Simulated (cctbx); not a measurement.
**Diagnosing a refinement**

Cell a = 3.8760 Å, b = 3.8760 Å, c = 31.3730 Å, α = 90.00°, β = 90.00°, γ = 120.00°; space group P6_3mc (no. 186). The compound is Zn2Sn2S5.

The data are simulated with cctbx, not measured: Mo Kα, λ = 0.71073 Å, to d = 0.77 Å, 95 % of the full sphere, strongest reflection 5000 counts, noise from counting, a 1.5 % proportional error and a noise floor of 8 counts (s.d.); no absorption.

An anisotropic refinement with weights 1/σ² prints:

```text
Rint 0.059, 455 unique reflections to 0.77 A
cycle     R1     wR2    GooF  max shift (A)
   1  0.0317  0.0576   1.667   0.00930
   2  0.0220  0.0399   1.154   0.00001
final R1 0.0220 wR2 0.0399 GooF 1.154  parameters 27  data/parameter 16.9
atom        x        y        z      Ueq    occ   su(xyz)  su(Uiso or U11)
Ag1    0.33333  0.66667  0.91678   0.0034  1.000  0.00003  0.0003
Sn1    0.00000  0.00000  0.18603   0.0128  1.000  0.00004  0.0002
Zn1    0.66667  0.33333  0.06389   0.0179  1.000  0.00005  0.0006
Zn2    0.33333  0.66667  0.30663   0.0162  1.000  0.00006  0.0005
S1     0.33333  0.66667  0.04415   0.0123  1.000  0.00011  0.0011
S2     0.33333  0.66667  0.23309   0.0125  1.000  0.00010  0.0010
S3     0.66667  0.33333  0.14679   0.0218  1.000  0.00013  0.0013
S4     0.66667  0.33333  0.33688   0.0099  1.000  0.00010  0.0010
S5     0.33333  0.66667  0.44740   0.0119  1.000  0.00011  0.0011
difference map: max 0.76 min -1.09 rms 0.16
Q1    0.3333  0.6667  0.7030    2    0.80  1.76 A from S3
Q2    0.2740  0.5480  0.9202    6    0.79  0.41 A from Ag1
Q3    0.3333  0.6667  0.9912    2    0.75  1.66 A from S1
Q4    0.3333  0.6667  0.1387    2    0.74  2.25 A from S3
Q5    0.3333  0.6667  0.9016    2    0.73  0.48 A from Ag1
Q6    0.3333  0.6667  0.6778    2    0.71  0.97 A from S3
```

**Question.** Can this result stand? If not, what is the likely fault?

Mend it. The fault: wrong element: Ag1 is Sn. Against the right model at the same level, R1 goes from 0.0185 to 0.0220 and GooF from 0.94 to 1.15 and U of Ag1 shrinks from 0.0063 to 0.0034 Å². Ag1 has 3 electrons too few and its U shrinks to make up, as expected.

The compound is Zn2Sn2S5. The right model at the same level gives:

```text
Rint 0.059, 455 unique reflections to 0.77 A
cycle     R1     wR2    GooF  max shift (A)
   1  0.0200  0.0351   1.016   0.00517
   2  0.0185  0.0326   0.942   0.00000
final R1 0.0185 wR2 0.0326 GooF 0.942  parameters 27  data/parameter 16.9
atom        x        y        z      Ueq    occ   su(xyz)  su(Uiso or U11)
Sn1    0.33333  0.66667  0.91680   0.0063  1.000  0.00002  0.0002
Sn2    0.00000  0.00000  0.18603   0.0114  1.000  0.00003  0.0002
Zn1    0.66667  0.33333  0.06388   0.0163  1.000  0.00004  0.0004
Zn2    0.33333  0.66667  0.30654   0.0150  1.000  0.00005  0.0004
S1     0.33333  0.66667  0.04438   0.0105  1.000  0.00009  0.0009
S2     0.33333  0.66667  0.23319   0.0114  1.000  0.00008  0.0008
S3     0.66667  0.33333  0.14675   0.0203  1.000  0.00011  0.0010
S4     0.66667  0.33333  0.33681   0.0083  1.000  0.00009  0.0008
S5     0.33333  0.66667  0.44730   0.0106  1.000  0.00009  0.0009
Flack x: -0.04(4)
Hooft y: 0.001(33)  Bijvoet pairs: 222
difference map: max 0.77 min -1.00 rms 0.14
Q1    0.3333  0.6667  0.1387    2    0.77  2.25 A from S3
Q2    0.3333  0.6667  0.1081    2    0.73  2.00 A from S1
Q3    0.0000  0.0000  0.0218    2    0.72  2.35 A from S1
Q4    0.3333  0.6667  0.9924    2    0.71  1.63 A from S1
Q5    0.2479  0.4958  0.3970    6    0.63  1.68 A from S5
Q6    0.0898  0.1797  0.2992    6    0.60  1.65 A from Zn2
```

Isotropic U is held between 0.0001 and 1 Å² by the program, and listed peak heights are interpolated, so they can pass the grid's maximum.

This is a model crystal, built by substitution and not relaxed, with assumed displacement parameters.

[Middle refinement cycles are left out of these outputs.]

[Logs are printed without paths, hosts, clocks, repeated set-up lines and the standing remarks that a program may print on its own settings, such as how far it seeks lower states.]
